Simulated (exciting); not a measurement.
Two BSE runs for the C K edge of C3N4, space group R3m. Run A: exciting, all-electron LAPW+lo, LDA, exchange and screened direct term (singlet BSE), 3×3×3 shifted k points, 26 conduction bands, |G+q| up to 3 bohr⁻¹, full RPA screening with nempty = 51, Lorentzian half width 0.45 eV. Run B has a fault in its input.

Energy from the Kohn–Sham onset, core level to the lowest empty state found on the meshes used; one zero for both, scaled to A's maximum:

| E (eV) | A | B |
| --- | --- | --- |
| -8.0 | 0.01 | 0.01 |
| -7.5 | 0.01 | 0.01 |
| -7.0 | 0.02 | 0.01 |
| -6.5 | 0.02 | 0.01 |
| -6.0 | 0.03 | 0.01 |
| -5.5 | 0.04 | 0.01 |
| -5.0 | 0.05 | 0.01 |
| -4.5 | 0.08 | 0.02 |
| -4.0 | 0.16 | 0.02 |
| -3.5 | 0.40 | 0.03 |
| -3.0 | 0.98 | 0.05 |
| -2.5 | 0.53 | 0.08 |
| -2.0 | 0.21 | 0.18 |
| -1.5 | 0.12 | 0.48 |
| -1.0 | 0.09 | 0.52 |
| -0.5 | 0.09 | 0.22 |
| 0.0 | 0.12 | 0.14 |
| 0.5 | 0.18 | 0.13 |
| 1.0 | 0.32 | 0.14 |
| 1.5 | 0.64 | 0.16 |
| 2.0 | 0.49 | 0.15 |
| 2.5 | 0.35 | 0.16 |
| 3.0 | 0.48 | 0.29 |
| 3.5 | 0.48 | 0.54 |
| 4.0 | 0.42 | 0.46 |
| 4.5 | 0.41 | 0.36 |
| 5.0 | 0.33 | 0.33 |
| 5.5 | 0.32 | 0.33 |
| 6.0 | 0.30 | 0.30 |
| 6.5 | 0.26 | 0.35 |
| 7.0 | 0.26 | 0.34 |
| 7.5 | 0.28 | 0.32 |
| 8.0 | 0.29 | 0.32 |
| 8.5 | 0.35 | 0.30 |
| 9.0 | 0.36 | 0.26 |
| 9.5 | 0.30 | 0.29 |
| 10.0 | 0.25 | 0.32 |
| 10.5 | 0.19 | 0.39 |
| 11.0 | 0.16 | 0.35 |
| 11.5 | 0.15 | 0.30 |
| 12.0 | 0.14 | 0.25 |
| 12.5 | 0.15 | 0.23 |
| 13.0 | 0.15 | 0.21 |
| 13.5 | 0.16 | 0.22 |
| 14.0 | 0.16 | 0.22 |
| 14.5 | 0.17 | 0.21 |
| 15.0 | 0.19 | 0.23 |
| 15.5 | 0.21 | 0.25 |
| 16.0 | 0.17 | 0.32 |
| 16.5 | 0.12 | 0.44 |
| 17.0 | 0.11 | 0.31 |
| 17.5 | 0.10 | 0.24 |

**Question.** What most likely went wrong in run B?

The cutoff of the kernels is far too low (cutoff of the kernels (bohr⁻¹) from 3 to 0.6). Against run A the r.m.s. difference is 72 %. Moving the earlier curve by +1.8 eV leaves 31 %. The highest maximum lies at -1.3 eV (0.65), against -3.0 eV (1.00). The first bright state moves from -2.94 to -1.23 eV. The kernels miss the short-range part of the Coulomb interaction, its components above their cutoff. Other settings could leave a like mark; this is the change that was made.

[Hosts, paths, dates, database ids (printed as entryN), source tags and the programs' standing remarks are cut or masked in the printed files.]
